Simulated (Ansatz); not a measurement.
# What RbYbF3 (Pm-3m) distorts into, part 2 of 3

Which phase does RbYbF3 (Pm-3m) fall into along its unstable mode, and how much energy does it gain?

Ansatz 0.2.0; DFT PBEsol+U, scalar-relativistic, plane waves, PAW.

So far, highest frequency on path, mesh or solved points (cm⁻¹): step 2 (the dispersion) 478. Also lowest frequency on the path (cm⁻¹): step 2 -81.1.

### Step 4. The mode frozen in, largest atomic shift 0.32 Å

The atoms are moved along the unstable eigenvector, the largest shift by 0.32 Å, with the cell fixed.

input.yaml reads:

```yaml
crystal:
  lattice:
    - [4.5416503417, 4.5416503417, 0.0]
    - [4.5416503417, 0.0, 4.5416503417]
    - [4.5416503417, 0.0, -4.5416503417]
  atoms:
    - { symbol: Rb, position: [0.0, 0.5, 0.5] }
    - { symbol: Rb, position: [0.0, 0.0, 0.0] }
    - { symbol: Yb, position: [0.5, 0.25, 0.75] }
    - { symbol: Yb, position: [0.5, 0.75, 0.25] }
    - { symbol: F, position: [0.5498220147, -0.0498220147, 0.5] }
    - { symbol: F, position: [0.4501779853, 0.5498220147, 0.0] }
    - { symbol: F, position: [0.0, 0.4501779853, 0.0] }
    - { symbol: F, position: [0.0, 0.0498220147, 0.5] }
    - { symbol: F, position: [0.4501779853, 0.5, 0.5] }
    - { symbol: F, position: [0.5498220147, 0.0, 0.0] }
kpoints:
  mp_grid: { grid: [6, 6, 6] }
hamiltonian:
  xc: pbesol
  hubbard: { sites: [{ species: Yb, l: f, u_eff: 6.0 }] }
scf:
  occupations: { method: gaussian, width: 0.02 }
output:
  forces: true
  stress: true
  eigenvalues: true
  write_density: true
  write_potential: true
  elf: true
  volumetric_format: npy
```

The run is started by

```bash
$ ansatz run input.yaml --threads 8 --pin off --max-ram 14336MiB --backend cpu --events-out ev --progress --plain --runs-dir out
```

What it wrote:

```text
[...]
Crystal: 10 atoms, lattice volume = 187.357 Å³
Basis set: ecut = 420 eV, 3695 PW (Γ), exchange–correlation on 90×90×90 points (8 copies of the dense FFT grid, shifted against one another)
Bands: 65, of which v1, the nominal top of the filled ones, is band 54 counted from 1 (53 counted from 0)
Symmetry: 12 space group operations
[...]
k-points: 32 of 216
[...]
k-point 0: bands = [... 50 lower, 7.6462, 7.7862, 7.7862, 7.7966, 9.0350, 11.9970, 11.9970, 12.3570, ... 7 higher]
  k-point 1: bands = [... 50 lower, 7.6415, 7.7702, 7.7702, 7.7746, 9.3453, 12.1370, 12.1370, 12.3876, ... 7 higher]
  k-point 2: bands = [... 50 lower, 7.6429, 7.7270, 7.7300, 7.7300, 10.1500, 12.0956, 12.4679, 12.4679, ... 7 higher]
  k-point 31: bands = [... 50 lower, 7.6944, 7.6944, 7.7268, 7.7268, 11.5039, 11.5039, 12.3648, 12.3648, ... 7 higher]
Occupation matrices written to <dir>
[key lines of the parts left out:]
SCF converged after 10 iterations
Free energy (F): -38605.438097 eV
Fermi energy:    8.415805 eV
P = ⅓ Tr σ = -0.7142 GPa (-7.142 kbar)
```

Run time: 4.3 s. Hardware: 8 threads of Intel Xeon Platinum 8488C (Sapphire Rapids), shared host; peak memory 1.2 GiB.

This step gave:

| Property | Result |
| --- | --- |
| pressure | -0.7142 GPa |
| gap on the k-mesh | 1.238 eV |
| energy from the undistorted cell | -8.938 meV/atom |

The energy, extrapolated to zero smearing, is -8.94 meV/atom against the undistorted cell.

The run ends at a pressure of -0.71 GPa, with forces up to 0.040 eV/Å.

### Step 5. Energy along the mode, all amplitudes (two of the runs are shown above)

An imaginary frequency means negative curvature, so the energy should fall and then rise again as anharmonic terms take over.

This step gave:

```
depth at the lowest point sampled  : 8.938 meV/atom
largest atomic shift at that point : 0.32 Å
```

The energy from the parent by largest atomic shift:

```
largest atomic shift (Å)  energy from the parent (meV/atom)
                   0.000                                  0
                   0.040                             -0.219
                   0.080                             -0.862
                   0.140                              -2.51
                   0.220                              -5.51
                   0.320                              -8.94
                   0.450                              -7.75
                   0.600                               14.2
```

Displacement at unit largest shift by atom:

```csv
atom,x (Å),y (Å),z (Å),size
Rb1,0.000,0.000,0.000,0.000
Rb2,0.000,0.000,0.000,0.000
Yb3,0.000,0.000,0.000,0.000
Yb4,0.000,0.000,0.000,0.000
F5,0.000,0.707,-0.707,1.000
F6,0.000,-0.707,0.707,1.000
F7,-0.707,0.000,-0.707,1.000
F8,0.707,0.000,0.707,1.000
F9,-0.707,-0.707,0.000,1.000
F10,0.707,0.707,0.000,1.000
```

The lowest step is at 0.32 Å, 8.94 meV/atom below the parent, and the energy rises beyond it.

### Step 6. Relaxation from the frozen mode

Starting from the lowest point found, all atoms and the cell are let go, so that strain and other modes of the same symmetry can join in.

input.yaml, as its differences from that of step 4:

```diff
@@ -22,3 +22,3 @@
 scf:
-  occupations: { method: gaussian, width: 0.02 }
+  occupations: { method: fixed }
 output:
@@ -27,5 +27,6 @@
   eigenvalues: true
-  write_density: true
-  write_potential: true
-  elf: true
-  volumetric_format: npy
+relax:
+  adjacent_minimum: "off"
+  f_tol: 0.002
+  max_steps: 120
+  cell: { stress_tol: 0.03 }
```

What it wrote:

```text
[...]
Crystal: 10 atoms, lattice volume = 187.357 Å³
Basis set: ecut = 420 eV, 3695 PW (Γ), exchange–correlation on 90×90×90 points (8 copies of the dense FFT grid, shifted against one another)
Bands: 65, of which v1, the nominal top of the filled ones, is band 54 counted from 1 (53 counted from 0)
Symmetry: 12 space group operations
[...]
k-points: 32 of 216
[...]
SCF iter   1: F=—  HF=-38610.911822 eV  |F-HF|=—  |Δ(HF+E_count)|=         —  Δρ=9.73e-2  dr2=1.64e1  ethr=3.10e-3  ⟨swp⟩=5.9  Hψ=7757  notcnv=0  defer=227
[...]
SCF iter  10: F=-38605.438097 eV  HF=-38605.438097 eV  |F-HF|=1.94e-8  |Δ(HF+E_count)|=   6.10e-7  Δρ=3.62e-6  dr2=3.35e-8  ethr=9.26e-11  ⟨swp⟩=16.5  Hψ=16076  notcnv=0
SCF 1 converged in 10 iterations: F = -38605.438097 eV  dr2 = 3.35e-8
[...]
relax step   1: F+E_penalty+E_count = -38605.43809670 eV  Δ(F+E_penalty+E_count) = +0.000e0 eV  max|allowed force component| = 2.795e-2 eV/Å  Δτ_max = 0.0000 Å  P = -0.714 GPa  Ω = 187.357 Å³  (10 SCF iters, dr2 threshold 1.00e-7 eV, accepted)
Crystal: 10 atoms, lattice volume = 184.056 Å³
Basis set: ecut = 420 eV, 3647 PW (Γ), exchange–correlation on 90×90×90 points (8 copies of the dense FFT grid, shifted against one another)
[...]
iter 1 solved again at ethr=6.30e-6 eV; its pass at ethr=3.10e-3 eV (dr2=6.80e-3 eV) is discarded
[...]
SCF iter   7: F=-38605.460819 eV  HF=-38605.460819 eV  |F-HF|=1.19e-7  |Δ(HF+E_count)|=   1.74e-6  Δρ=7.02e-6  dr2=9.20e-8  ethr=9.26e-10  ⟨swp⟩=14.5  Hψ=15057  notcnv=0
SCF 2 converged in 7 iterations: F = -38605.460819 eV  dr2 = 9.20e-8
relax step   2: F+E_penalty+E_count = -38605.46081932 eV  Δ(F+E_penalty+E_count) = -2.272e-2 eV  max|allowed force component| = 2.553e-2 eV/Å  Δτ_max = 0.0297 Å  P = +0.146 GPa  Ω = 184.056 Å³  energy of the carried Pulay correction = +9.131e-3 eV  (7 SCF iters, dr2 threshold 1.00e-6 eV, accepted)
Crystal: 10 atoms, lattice volume = 183.545 Å³
Basis set: ecut = 420 eV, 3629 PW (Γ), exchange–correlation on 90×90×90 points (8 copies of the dense FFT grid, shifted against one another)
[...]
SCF iter   8: F=-38605.466811 eV  HF=-38605.466811 eV  |F-HF|=6.07e-9  |Δ(HF+E_count)|=   1.97e-8  Δρ=1.37e-6  dr2=4.48e-9  ethr=7.23e-11  ⟨swp⟩=15.1  Hψ=15617  notcnv=0
SCF 3 converged in 8 iterations: F = -38605.466811 eV  dr2 = 4.48e-9
relax step   3: F+E_penalty+E_count = -38605.46681053 eV  Δ(F+E_penalty+E_count) = -5.991e-3 eV  max|allowed force component| = 8.675e-3 eV/Å  Δτ_max = 0.0327 Å  P = +0.155 GPa  Ω = 183.545 Å³  energy of the carried Pulay correction = +1.056e-2 eV  (8 SCF iters, dr2 threshold 7.81e-8 eV, accepted)
[...]
relax step   4: F+E_penalty+E_count = -38605.46632374 eV  Δ(F+E_penalty+E_count) = +4.868e-4 eV  max|allowed force component| = 5.989e-4 eV/Å  Δτ_max = 0.0102 Å  P = -0.011 GPa  Ω = 183.927 Å³  energy of the carried Pulay correction = +9.493e-3 eV  (7 SCF iters, dr2 threshold 6.53e-8 eV, accepted)
[...]
relax step   5: F+E_penalty+E_count = -38605.45785577 eV  Δ(F+E_penalty+E_count) = +8.468e-3 eV  max|allowed force component| = 5.624e-4 eV/Å  Δτ_max = 0.0000 Å  P = -0.102 GPa  Ω = 183.927 Å³  stress off target by 1.40e-1 GPa  SCF on the basis re-selected at this cell (its energy is not comparable with the rows above)  (7 SCF iters)
[...]
relax step   6: F+E_penalty+E_count = -38605.45912106 eV  Δ(F+E_penalty+E_count) = -1.265e-3 eV  max|allowed force component| = 5.377e-4 eV/Å  Δτ_max = 0.0025 Å  P = -0.006 GPa  Ω = 183.539 Å³  energy of the carried Pulay correction = +1.092e-3 eV  (6 SCF iters, dr2 threshold 4.88e-8 eV, accepted)
[...]
SCF iter   6: F=-38605.457998 eV  HF=-38605.457998 eV  |F-HF|=1.46e-11  |Δ(HF+E_count)|=  8.29e-10  Δρ=7.57e-8  dr2=9.09e-12  ethr=1.00e-12  ⟨swp⟩=15.3  Hψ=17078  notcnv=0
SCF 7 converged in 6 iterations: F = -38605.457998 eV  dr2 = 9.09e-12
relax step   7: F+E_penalty+E_count = -38605.45799751 eV  Δ(F+E_penalty+E_count) = +1.124e-3 eV  max|allowed force component| = 5.431e-4 eV/Å  Δτ_max = 0.0000 Å  P = -0.012 GPa  Ω = 183.539 Å³  stress off target by 1.40e-2 GPa  SCF on the basis re-selected at this cell (its energy is not comparable with the rows above)  (6 SCF iters)
[...]
SCF converged after 6 iterations
Free energy (F): -38605.457998 eV
[...]
Internal energy: -38605.457998 eV  (E = F + TS)
E sigma→0 (E₀):  -38605.457998 eV
Fermi energy:    7.996047 eV
[...]
--- Forces (eV/Å), atoms counted from 1 ---
  atom   1  Rb     0.00000000     0.00000000     0.00000000
  atom   2  Rb    -0.00000000    -0.00000000    -0.00000000
  atom   3  Yb     0.00000000    -0.00000000     0.00000000
  atom   4  Yb     0.00000000     0.00000000    -0.00000000
  atom   5  F      0.00000000     0.00054311    -0.00054311
  atom   6  F     -0.00000000    -0.00054311     0.00054311
  atom   7  F     -0.00054311     0.00000000    -0.00054311
  atom   8  F      0.00054311    -0.00000000     0.00054311
  atom   9  F     -0.00054311    -0.00054311     0.00000000
  atom  10  F      0.00054311     0.00054311    -0.00000000
  max |Σ_I F_I| component: 2.06e-18 eV/Å
--- Stress (GPa, compression-positive) ---
       -0.011883      -0.002122      -0.002122
       -0.002122      -0.011883       0.002122
       -0.002122       0.002122      -0.011883
  P = ⅓ Tr σ = -0.0119 GPa (-0.119 kbar)
--- Band table (eV; the first three rows and the last of 32) ---
  k-point 0: bands = [... 50 lower, 7.8461, 7.9733, 7.9733, 7.9960, 9.3084, 12.2890, 12.2890, 12.5966, ... 7 higher]
  k-point 1: bands = [... 50 lower, 7.8417, 7.9578, 7.9578, 7.9737, 9.6344, 12.4111, 12.4111, 12.5867, ... 7 higher]
  k-point 2: bands = [... 50 lower, 7.8416, 7.9182, 7.9182, 7.9252, 10.4764, 12.3586, 12.6775, 12.6775, ... 7 higher]
  k-point 31: bands = [... 50 lower, 7.8864, 7.8864, 7.9203, 7.9203, 11.7776, 11.7776, 12.6577, 12.6577, ... 7 higher]
Occupation matrices written to <dir>
--- Relaxed structure (5 steps of the walk, 5 accepted, 2 SCFs on fresh bases) ---
  F+E_penalty+E_count = -38605.45799751 eV   max|allowed force component| = 5.431e-4 eV/Å   (the final SCF, on the basis selected at the relaxed cell)
  cell:  # Å, volume = 183.5392 Å³
    - [4.533333, 4.533333, 0.0]
    - [4.533333, 0.0, 4.533333]
    - [4.488066, 0.045267, -4.488066]
  atoms:
    - { symbol: Rb, position: [3.523657e-19, 0.500000, 0.500000] }
    - { symbol: Rb, position: [1.527835e-19, -1.050387e-19, 0] }
    - { symbol: Yb, position: [0.500000, 0.25, 0.75] }
    - { symbol: Yb, position: [0.500000, 0.75, 0.25] }
    - { symbol: F, position: [0.561532, -0.061532, 0.500000] }
    - { symbol: F, position: [0.438468, 0.561532, 0.0] }
    - { symbol: F, position: [8.673617e-19, 0.438468, 0.0] }
    - { symbol: F, position: [0.0, 0.061532, 0.500000] }
    - { symbol: F, position: [0.438468, 0.500000, 0.500000] }
    - { symbol: F, position: [0.561532, -4.668110e-19, 4.763235e-19] }
```

Run time: 20 s. Hardware: 8 threads; peak memory 1.2 GiB; 2.5 min of CPU time.

The steps of the relaxation:

```
step  energy less that of the first step (eV)  largest force component (eV/Å)  pressure (GPa)  volume (Å³)
   1                                   0.0000                          0.0279           -0.71       187.36
   2                                  -0.0227                          0.0255            0.15       184.06
   3                                  -0.0287                          0.0087            0.15       183.54
   4                                  -0.0282                          0.0006           -0.01       183.93
  5*                                  -0.0198                          0.0006           -0.10       183.93
   6                                  -0.0210                          0.0005           -0.01       183.54
  7*                                  -0.0199                          0.0005           -0.01       183.54
```

Relaxation steps marked * repeat the geometry before them on a plane-wave basis chosen anew for their cell, so energy and pressure can jump there.

The run keeps the 12 symmetry operations that the program found, so distortions that break them were not tested.

```
conventional cell, symmetrised  before   after  change
                         a (Å)   6.423   6.411  -0.2 %
                         b (Å)   6.423   6.411  -0.2 %
                         c (Å)  15.733  15.469  -1.7 %
              volume (Å³/atom)   18.74   18.35  -2.0 %
```

The atoms that moved most (Å, as changes of fractional coordinates times the final cell):

```csv
atom,dx,dy,dz,length
F9,-0.053,-0.053,0.000,0.075
F7,-0.053,0.000,-0.053,0.075
F6,0.000,-0.053,0.053,0.075
F10,0.053,0.053,0.000,0.075
F8,0.053,0.000,0.053,0.075
F5,0.000,0.053,-0.053,0.075
```

The relaxed structure:

```cif
data_structure
_symmetry_space_group_name_H-M 'P 1'
_symmetry_Int_Tables_number 1
_cell_length_a 6.4111
_cell_length_b 6.4111
_cell_length_c 6.3472
_cell_angle_alpha 90.000
_cell_angle_beta 59.667
_cell_angle_gamma 60.000
_cell_volume 183.54
loop_
_atom_site_label
_atom_site_type_symbol
_atom_site_fract_x
_atom_site_fract_y
_atom_site_fract_z
_atom_site_occupancy
Rb1 Rb 0.00000 0.50000 0.50000 1
Rb2 Rb 0.00000 0.00000 0.00000 1
Yb3 Yb 0.50000 0.25000 0.75000 1
Yb4 Yb 0.50000 0.75000 0.25000 1
F5 F 0.56153 0.93847 0.50000 1
F6 F 0.43847 0.56153 0.00000 1
F7 F 0.00000 0.43847 0.00000 1
F8 F 0.00000 0.06153 0.50000 1
F9 F 0.43847 0.50000 0.50000 1
F10 F 0.56153 0.00000 0.00000 1
```

Numbers from this step:

```yaml
pressure: -0.01188 GPa
gap_on_the_k_mesh: 1.312 eV
volume_per_atom: 18.35 Å³
```

The distorted start has space group R-3c; the relaxation ends in R-3c.

### Step 7. The new phase in its own primitive cell

The relaxed structure is symmetrised, reduced to its primitive cell and relaxed tightly, as its phonons need.

input.yaml, the sections that differ from step 6:

```yaml
crystal:
  lattice:
    - [3.2055503443, 1.8507253542, 5.1562373553]
    - [-3.2055503443, 1.8507253542, 5.1562373553]
    - [0.0, -3.7014507084, 5.1562373553]
  atoms:
    - { symbol: Rb, position: [0.25, 0.25, 0.25] }
    - { symbol: Rb, position: [0.75, 0.75, 0.75] }
    - { symbol: Yb, position: [0.5, 0.5, 0.5] }
    - { symbol: Yb, position: [0.0, 0.0, 0.0] }
    - { symbol: F, position: [0.25, 0.8115317569, 0.6884682431] }
    - { symbol: F, position: [0.75, 0.1884682431, 0.3115317569] }
    - { symbol: F, position: [0.1884682431, 0.3115317569, 0.75] }
    - { symbol: F, position: [0.8115317569, 0.6884682431, 0.25] }
    - { symbol: F, position: [0.6884682431, 0.25, 0.8115317569] }
    - { symbol: F, position: [0.3115317569, 0.75, 0.1884682431] }
relax:
  adjacent_minimum: "off"
  f_tol: 0.001
  max_steps: 60
  cell: { stress_tol: 0.01 }
# kpoints, hamiltonian, scf, output: as in step 6
```

What it wrote:

```text
[...]
Crystal: 10 atoms, lattice volume = 183.539 Å³
Basis set: ecut = 420 eV, 3617 PW (Γ), exchange–correlation on 90×90×90 points (8 copies of the dense FFT grid, shifted against one another)
Bands: 65, of which v1, the nominal top of the filled ones, is band 54 counted from 1 (53 counted from 0)
Symmetry: 12 space group operations
[...]
k-points: 32 of 216
[...]
- { symbol: Rb, position: [0.750000, 0.750000, 0.75] }
    - { symbol: Yb, position: [0.5, 0.5, 0.500000] }
    - { symbol: Yb, position: [0, 0, 0] }
    - { symbol: F, position: [0.25, 0.811609, 0.688391] }
    - { symbol: F, position: [0.75, 0.188391, 0.311609] }
    - { symbol: F, position: [0.188391, 0.311609, 0.75] }
    - { symbol: F, position: [0.811609, 0.688391, 0.25] }
    - { symbol: F, position: [0.688391, 0.250000, 0.811609] }
    - { symbol: F, position: [0.311609, 0.750000, 0.188391] }
[key lines of the parts left out:]
SCF converged after 6 iterations
Free energy (F): -38605.457914 eV
Fermi energy:    7.999519 eV
P = ⅓ Tr σ = 0.0018 GPa (0.018 kbar)
```

Run time: 8.8 s. Hardware: 8 threads; peak memory 1.2 GiB.

Little changed from the start: no atom moved by 0.005 Å and no cell edge by 0.1 %.

Numbers from this step:

```yaml
pressure: 0.001821 GPa
gap_on_the_k_mesh: 1.313 eV
direct_gap_on_mesh: 1.313 eV
```

The largest force component left is 0.43 meV/Å and the pressure is 0.002 GPa, within the tolerances set. The cell now holds 18.35 Å³/atom.

(Continued in part 3 of 3.)

[Long decimals in the printed logs are rounded to 6 places.]

[Logs are printed without paths, hosts, clocks, repeated set-up lines and the standing remarks that a program may print on its own settings, such as how far it seeks lower states.]

[Hosts, paths, dates, database ids (printed as entryN), source tags and the programs' standing remarks are cut or masked in the printed files.]

[Where the starting crystal was built by hand or by swapping elements, it need not be the compound's stable phase.]
